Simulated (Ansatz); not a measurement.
# Phonon-limited resistivity of Rh-Ir-Rh stack of (111) layers, part 5 of 6

Wanted: the electron–phonon coupling λ, α²F(ω) and the phonon-limited resistivity of Rh-Ir-Rh stack of (111) layers, on meshes from cheap to dear.

Ansatz 0.2.0; DFT PBEsol, scalar-relativistic, plane waves, PAW; PAW set soft_1.

So far, coupling constant λ: step 6 (electron–phonon run: q 3×3×1, k 9×9×1, scattering 18×18×1) 0.371; step 7 (k-mesh 12×12×1, scattering mesh 24×24×1) 0.356. Also log mean phonon energy ħω_log (meV): step 6 17.8; step 7 17.9.

## 8. Couplings from displaced supercells: supercell 2×2×1, k 12×12×1

Displaced supercells give the couplings at their own wavevectors under any functional, without linear response.

Input file input.yaml:

```yaml
crystal:
  lattice:
    - [2.6571336152, 2.8249e-06, 0.0]
    - [-1.328569254, 2.3011437996, 0.0]
    - [0.0, 0.0, 32.6681001532]
  atoms:
    - { symbol: Rh, position: [0.0, 0.0, 0.1703828301] }
    - { symbol: Ir, position: [0.3333333333, 0.6666666667, 0.2362250931] }
    - { symbol: Rh, position: [0.6666666667, 0.3333333333, 0.3020673561] }
  periodic: [true, true, false]
kpoints:
  mp_grid: { grid: [12, 12, 1] }
hamiltonian:
  xc: pbesol
  pseudopotentials: { kind: paw, azcp: { folder: soft_1 }, xc_functional: pbe }
scf:
  occupations: { method: methfessel_paxton, width: 0.2 }
output:
  eigenvalues: true
phonons:
  method: fd
  supercell: [2, 2, 1]
  temperatures: { t_max: 1000, t_step: 50 }
  qpath:
    path:
      - [0.0, 0.0, 0.0]
      - [0.5, 0.0, 0.0]
      - [0.33333333, 0.33333333, 0.0]
      - [0.0, 0.0, 0.0]
    npoints: 10
  commensurate_couplings: {}
```

Command:

```bash
> ansatz run input.yaml --threads 8 --pin off --max-ram 20480MiB --backend cpu --events-out ev --progress --plain --runs-dir out
```

Numbers of over 12 decimals in the logs are rounded to 6 here.

What it wrote:

```text
[...]
Crystal: 12 atoms, lattice volume = 798.990 Å³
Basis set: ecut = 420 eV, 15571 PW (Γ), exchange–correlation on 72×72×450 points (8 copies of the dense FFT grid, shifted against one another)
Bands: 124, of which v1, the nominal top of the filled ones, is band 102 counted from 1 (101 counted from 0)
Symmetry: 48 space group operations
k-points: 7 of 36
[...]
SCF iter   1: F=—  HF=-97904.695033 eV  |F-HF|=—  |Δ(HF+E_count)|=         —  Δρ=2.50e-8  dr2=3.94e-12  ethr=1.00e-12  ⟨swp⟩=3.1  Hψ=2160  notcnv=0
[...]
SCF iter   2: F=-97904.695033 eV  HF=-97904.695033 eV  |F-HF|=0.00e0  |Δ(HF+E_count)|=  4.07e-10  S|Δr|=    0.00e0  Δρ=1.34e-8  dr2=1.22e-12  ethr=1.00e-12  ⟨swp⟩=7.0  Hψ=3492  notcnv=0
SCF 1 converged in 2 iterations: F = -97904.695033 eV  dr2 = 1.22e-12
[...]
Symmetry: 2 space group operations
k-points: 13 of 36 (time reversal used)
[...]
SCF iter  11: F=-97904.694996 eV  HF=-97904.694996 eV  |F-HF|=3.49e-10  |Δ(HF+E_count)|=  2.91e-10  S|Δr|=    0.00e0  Δρ=1.85e-8  dr2=3.61e-12  ethr=1.00e-12  ⟨swp⟩=7.8  Hψ=9354  notcnv=0
SCF 2 converged in 11 iterations: F = -97904.694996 eV  dr2 = 3.61e-12
[...]
SCF iter   8: F=-97904.694997 eV  HF=-97904.694997 eV  |F-HF|=2.33e-10  |Δ(HF+E_count)|=  5.09e-10  S|Δr|=    0.00e0  Δρ=1.27e-8  dr2=2.02e-12  ethr=1.00e-12  ⟨swp⟩=8.0  Hψ=9842  notcnv=0
SCF 3 converged in 8 iterations: F = -97904.694997 eV  dr2 = 2.02e-12
[...]
SCF iter  10: F=-97904.694977 eV  HF=-97904.694977 eV  |F-HF|=9.90e-10  |Δ(HF+E_count)|=  7.28e-11  S|Δr|=    0.00e0  Δρ=1.65e-8  dr2=4.11e-12  ethr=1.00e-12  ⟨swp⟩=9.1  Hψ=10551  notcnv=0
SCF 4 converged in 10 iterations: F = -97904.694977 eV  dr2 = 4.11e-12
[...]
SCF iter   5: F=-97904.694977 eV  HF=-97904.694977 eV  |F-HF|=1.75e-10  |Δ(HF+E_count)|=   1.53e-9  S|Δr|=    0.00e0  Δρ=2.16e-8  dr2=4.80e-12  ethr=1.00e-12  ⟨swp⟩=10.2  Hψ=12463  notcnv=0
SCF 5 converged in 5 iterations: F = -97904.694977 eV  dr2 = 4.80e-12
SCF converged after 2 iterations
[...]
Free energy (F): -97904.695033 eV
[...]
Internal energy: -97904.732148 eV  (E = F + TS)
E sigma→0 (E₀):  -97904.704312 eV
Entropy (-TS):   0.037115 eV (3.093 meV/atom)
Fermi energy:    -5.198722 eV
[...]
--- Forces (eV/Å), atoms counted from 1 ---
  atom   1  Rh    -0.00000000     0.00000000    -0.00012755
  atom   2  Ir     0.00000000    -0.00000000     0.00000000
  atom   3  Rh     0.00000000    -0.00000000     0.00012755
  atom   4  Rh    -0.00000000     0.00000000    -0.00012755
  atom   5  Ir     0.00000000     0.00000000    -0.00000000
  atom   6  Rh     0.00000000    -0.00000000     0.00012755
  atom   7  Rh     0.00000000     0.00000000    -0.00012755
  atom   8  Ir     0.00000000     0.00000000     0.00000000
  atom   9  Rh     0.00000000    -0.00000000     0.00012755
  atom  10  Rh    -0.00000000     0.00000000    -0.00012755
  atom  11  Ir     0.00000000     0.00000000    -0.00000000
  atom  12  Rh     0.00000000    -0.00000000     0.00012755
  max |Σ_I F_I| component: 5.78e-18 eV/Å
--- Band table (eV; the first three rows and the last of 7) ---
  k-point 0: bands = [... 98 lower, -4.7602, -4.7602, -4.6215, -4.6215, -4.5461, -4.2140, -4.2140, -4.2140, ... 18 higher]
  k-point 1: bands = [... 98 lower, -5.0474, -4.8899, -4.8716, -4.8716, -4.8305, -4.6127, -4.6127, -4.5989, ... 18 higher]
  k-point 2: bands = [... 98 lower, -5.7041, -5.6712, -5.5437, -5.4112, -5.4112, -5.3079, -5.0245, -4.8895, ... 18 higher]
  k-point 6: bands = [... 98 lower, -6.0029, -5.3623, -5.3623, -5.3623, -5.2381, -5.2381, -4.9817, -4.9817, ... 18 higher]
  ° read free of the cell's end (the report's vacuum.weakly_bound_levels)
--- Phonons: 4 displaced members + reference (amplitude 0.0025 Å, Σ member SCF iterations 34) ---
  symmetry images taken by strict's conditions (phonons.symmetry_images: auto; settled by the electron–phonon couplings asked for (phonons.commensurate_couplings))
  ASR residual: 6.912e-4 → 0.000e0 eV/Å²; symmetrization residual: 6.403e-5 eV/Å²
  largest component of a force at the reference: 1.3e-4 eV/Å
  ASR residual per site (eV/Å²): 1.94e-4 6.91e-4 1.94e-4
  Γ frequencies (cm⁻¹): 0.00 0.00 0.00 85.49 85.49 129.42 129.42 176.69 231.25
[...]
--- Electron–phonon couplings at the supercell's wavevectors ---
  state of the undisplaced supercell: not shown to be the lowest
  width 0.149 eV: 1.9832 states/eV per spin and cell of the deck; 12.3 effective pairs of levels carry the sum of the wavevector with the fewest
[...]
the sum of the mean-square elements of a wavevector's modes changes by up to 70 % from one width to the next
  largest symmetry spillage (the part of a state that a symmetry operation carries out of the states read, times the state's relative weight): 1.8e-12; largest part of a state at the Fermi level at other wavevectors: 7.7e-15; largest part that the displaced supercells' bands leave out of one (if empty, times its weight): 2.9e-6; largest element of a rigid motion over the largest of one site's: 2.3e-5
```

Elapsed: 84 s, on 8 threads of Arm Neoverse V2, shared host; peak memory 3.8 GiB.

Numbers from this step:

| Quantity | Value |
| --- | --- |
| zero point energy | 0.09143 eV/cell |
| highest frequency, solved or plainly interpolated | 232.3 cm⁻¹ |

At the supercell's wavevectors; few wavevectors, no converged lambda. Couplings at the supercell's wavevectors:

```
channel  q1   q2  q3  star  mode  omega (meV)  lambda, width 0.149 eV  lambda, width 0.298 eV  <D²> (eV/Å)², width 0.149 eV  <D²> (eV/Å)², width 0.298 eV
      1   0    0   0     1     4         10.6                 0.08005                 0.05901                        0.0716                       0.06097
      1   0    0   0     1     5         10.6                 0.08005                 0.05901                        0.0716                       0.06097
      1   0    0   0     1     6        16.05                0.004531                 0.01567                       0.01222                       0.04885
      1   0    0   0     1     7        16.05                0.004531                 0.01567                       0.01222                       0.04885
      1   0    0   0     1     8        21.91                 0.01641                 0.01858                        0.0627                       0.08201
      1   0    0   0     1     9        28.67                0.004869                 0.01632                       0.04194                        0.1624
      1   0  0.5   0     3     1        13.62                  0.0802                 0.09159                        0.2849                        0.2864
      1   0  0.5   0     3     2        17.24                 0.02657                 0.03435                        0.1389                         0.158
      1   0  0.5   0     3     3        18.42                 0.05801                  0.0616                        0.2439                         0.228
      1   0  0.5   0     3     4        21.49                 0.03891                 0.04293                        0.2841                        0.2759
      1   0  0.5   0     3     5        21.63                 0.02681                 0.04268                        0.1873                        0.2625
      1   0  0.5   0     3     6        24.44                 0.01982                 0.02873                        0.1467                        0.1872
      1   0  0.5   0     3     7        27.01                 0.02958                 0.03642                        0.2673                        0.2897
      1   0  0.5   0     3     8        27.61                 0.03672                 0.03105                        0.4399                        0.3274
      1   0  0.5   0     3     9         28.8                 0.01628                 0.02092                        0.1966                        0.2223
```

Among the solved wavevectors the lowest mode, translations apart, is 85.5 cm⁻¹, so these are real on this k mesh.

## 9. Resistivity: q 6×6×1, k 18×18×1, scattering 24×24×1

The next rung changes the q mesh, which sets the reach of the force constants and couplings; the k mesh of the density and its response.

input.yaml: that of step 8 with these lines changed.

```diff
@@ -11,3 +11,3 @@
 kpoints:
-  mp_grid: { grid: [12, 12, 1] }
+  mp_grid: { grid: [18, 18, 1] }
 hamiltonian:
@@ -20,4 +20,4 @@
 phonons:
-  method: fd
-  supercell: [2, 2, 1]
+  method: dfpt
+  qmesh: [6, 6, 1]
   temperatures: { t_max: 1000, t_step: 50 }
@@ -30,2 +30,4 @@
     npoints: 10
-  commensurate_couplings: {}
+  electrical_resistivity:
+    mesh: [24, 24, 1]
+    temperatures: [20.0, 50.0, 77.0, 100.0, 150.0, 200.0, 300.0, 400.0, 600.0, 800.0]
```

What it wrote:

```text
[the first part of the log is left out]
  E_aug_tail   = 0.000371  (compensation charges beyond the density's cutoff)
  E_ewald      = 110445.272565
  E_core_change = 0.817749  (= ΣΔE_core)
  E_smearing   = 0.006875  (= −TS)
  E_closure    = 0.000000  (closes the sum)
  Σ components = -24476.167976   (vs F -24476.167976, Δ=0.00e0)
--- Band table (eV; the first three rows and the last of 37) ---
  k-point 0: bands = ["-98.2340", "-83.7951", "-83.7947", "-55.0616", "-54.6573", "-54.6573", "-51.6638", "-51.6231", "-51.3833", "-51.3833", "-51.3824", "-51.3824", "-14.9929", "-12.0022", "-11.3697", "-9.0664", "-9.0664", "-8.8089", "-8.3335", "-8.1996", "-8.1996", "-7.8417", "-7.8417", "-6.2087", "-6.2087", "-5.8780", "-5.7271", "-5.7271", "-4.6336", "-4.6336", "-4.5607", "-0.1742 (-0.2001°)", "-0.0696 (-0.1155°)", "0.9042", "1.0077", "2.5279"]
  k-point 1: bands = ["-98.2322", "-83.7924", "-83.7921", "-55.0579", "-54.6812", "-54.6630", "-51.6606", "-51.6214", "-51.4027", "-51.4021", "-51.3880", "-51.3870", "-14.8613", "-11.9063", "-11.2644", "-9.1908", "-8.9639", "-8.7955", "-8.5671", "-8.1400", "-8.0688", "-7.8868", "-7.7561", "-6.4266", "-6.2726", "-6.1856", "-5.7091", "-5.4233", "-5.1463", "-4.6230", "-3.6571", "-0.0875 (-0.1133°)", "0.0282 (-0.0202°)", "0.9893", "1.1026", "2.6070"]
  k-point 2: bands = ["-98.2271", "-83.7848", "-83.7845", "-55.0474", "-54.7497", "-54.6791", "-51.6514", "-51.6168", "-51.4588", "-51.4578", "-51.4014", "-51.4003", "-14.4828", "-11.6420", "-10.9812", "-9.5013", "-8.9514", "-8.7519", "-8.6654", "-8.0405", "-7.9819", "-7.9596", "-7.5043", "-6.8939", "-6.4361", "-6.3962", "-5.7887", "-5.6897", "-4.5960", "-4.5248", "-2.6514", "0.1705 (0.1456°)", "0.3216 (0.2649°)", "1.2429", "1.3875", "2.8414"]
  k-point 36: bands = ["-98.1675", "-83.6954", "-83.6954", "-55.1922", "-55.1922", "-54.9249", "-51.8310", "-51.8264", "-51.8264", "-51.8166", "-51.5543", "-51.5543", "-10.8521", "-10.8521", "-10.6181", "-10.1077", "-10.1077", "-8.4814", "-7.9182", "-7.9182", "-7.9151", "-7.8945", "-6.5615", "-6.5615", "-5.2532", "-5.2532", "-4.6423", "0.8431", "2.2642", "2.2642", "2.9115", "4.0834", "4.0834", "5.4398", "5.4398", "5.8632"]
  ° read free of the cell's end (the report's vacuum.weakly_bound_levels)
--- Phonons (Γ-DFPT): 6 representative perturbations + reference (Σ response iterations 35) ---
  ASR residual: 6.970e-5 → 0.000e0 eV/Å²; symmetrization residual: 7.453e-7 eV/Å²
  The last average, over the group as it would stand without the narrowing to the FFT grids, took up to 2.509e-8 eV/Å² of the zone centre's force constants
  ASR residual per site (eV/Å²): 6.97e-5 4.66e-5 6.97e-5
  Γ frequencies (cm⁻¹): 0.00 0.00 0.00 84.05 84.05 130.44 130.44 177.01 230.96
--- Phonons (arbitrary-q DFPT): 7 irreducible q on the 6×6×1 mesh ---
  q = [0.0000, 0.0000, 0.0000] (star 1, of the zone-centre solve; hermiticity 5.05e-8, symmetrization 1.91e-8, taken by the last average 1.29e-9): -0.00 0.00 0.00 84.05 84.05 130.44 130.44 177.01 230.96
  q = [0.0000, 0.1667, 0.0000] (star 6, 9 solved perturbations in 2457 linear systems a pass and spin channel, the states on 324 of 324 k-point pairs; hermiticity 6.62e-8, symmetrization 1.76e-8, taken by the last average 6.43e-9): 47.63 74.79 111.68 117.87 145.66 153.96 158.88 191.93 214.98
  q = [0.0000, 0.3333, 0.0000] (star 6, 9 solved perturbations in 2457 linear systems a pass and spin channel, the states on 324 of 324 k-point pairs; hermiticity 1.61e-8, symmetrization 7.85e-9, taken by the last average 2.95e-9): 90.92 113.99 137.77 147.23 163.39 180.15 197.60 215.32 218.77
  q = [0.0000, -0.5000, 0.0000] (star 3, 9 solved perturbations in 1257 linear systems a pass and spin channel, the states on 164 of 324 k-point pairs; hermiticity 2.06e-8, symmetrization 3.98e-9, taken by the last average 2.62e-9): 104.07 139.43 156.36 171.65 175.62 193.16 219.90 221.44 234.03
  q = [0.1667, 0.1667, 0.0000] (star 6, 6 solved perturbations in 1485 linear systems a pass and spin channel, the states on 324 of 324 k-point pairs; hermiticity 2.86e-8, symmetrization 5.56e-11, taken by the last average 6.10e-9): 86.24 129.74 138.16 154.48 163.68 183.98 186.18 210.31 210.87
  q = [0.1667, 0.3333, 0.0000] (star 12, 9 solved perturbations on 324 of 324 k-point pairs: no pair is spared here; hermiticity 2.16e-8, symmetrization 0.00e0, taken by the last average 3.33e-9): 105.08 144.98 159.18 164.67 171.90 191.75 202.59 214.35 225.15
  q = [0.3333, 0.3333, 0.0000] (star 2, 6 solved perturbations in 1164 linear systems a pass and spin channel, the states on 324 of 324 k-point pairs; hermiticity 1.93e-8, symmetrization 6.08e-9, taken by the last average 7.12e-9): 124.59 152.11 152.11 163.83 178.98 178.98 181.77 209.22 209.22
  sum rule: each row above includes the acoustic sum rule's correction from the zone centre's row sums; it moved no ω² by more than (0.43 cm⁻¹)²
  mesh force constants: q→R imaginary residual 1.20e-18; ASR residual 6.970e-5 → 0.000e0 eV/Å²; symmetrization residual 1.776e-14 eV/Å²
  interpolated dispersion: 31 rows × 9 modes
  density of states and harmonic sums: on the 30×30×1 q-mesh, interpolated from the force constants of a 6×6×1 supercell (no non-analytic term)
  largest difference from the sums on the solved wave vectors: F 2.06e-2 eV, S 2.63e-5 and C_V 5.74e-6 eV/K
  zero-point energy: 0.090716 eV/cell   skipped modes (ω ≤ 0): 5, of them read as no rigid motion or as one in doubt: 2 (1.333e-2 modes/cell left out, lowest -6.16 cm⁻¹)   left out of the sums: 1.85e-3 of the cell's modes: C_V's classical limit lies that fraction below 3 k_B per atom; for a crystal, a wire or a layer, F and S can be off by more, and a phonons.interpolated_qmesh denser along its periods is the remedy for the sampling
Error: electrical resistivity: the phonon self-energy gives or leaves a mode of imaginary frequency on the scattering mesh, on its own coarse k mesh or nearer the zone's centre than that mesh's first points: phonons.electron_occupations: off takes the phonons by Fourier interpolation alone, which works only if that leaves every mode real on the scattering mesh; apart from that, the mode of lowest frequency at the wavevector [0.0000, 0.0417, 0.0000] is imaginary, -6.69 cm⁻¹ (written negative): every mode at the wavevectors of the force constants' own supercell is real, and this one is interpolated between them; [rest of the remark cut]
The harmonic force constants that this run solved are whole in <dir>
```

It took 20 min on 8 threads; peak memory 4.3 GiB.

The run ended with an error.

The program's message: “electrical resistivity: the phonon self-energy gives or leaves a mode of imaginary frequency on the scattering mesh, on its own coarse k mesh or nearer the zone's centre than that mesh's first points: …”

The self-energy step leaves a mode imaginary somewhere between the solved wavevectors, and the run stops; that can be an artefact of the interpolation at long waves.

[end of part 5 of 6]

[Logs are printed without paths, hosts, clocks, repeated set-up lines and the standing remarks that a program may print on its own settings, such as how far it seeks lower states.]

[Hosts, paths, dates, database ids (printed as entryN), source tags and the programs' standing remarks are cut or masked in the printed files.]
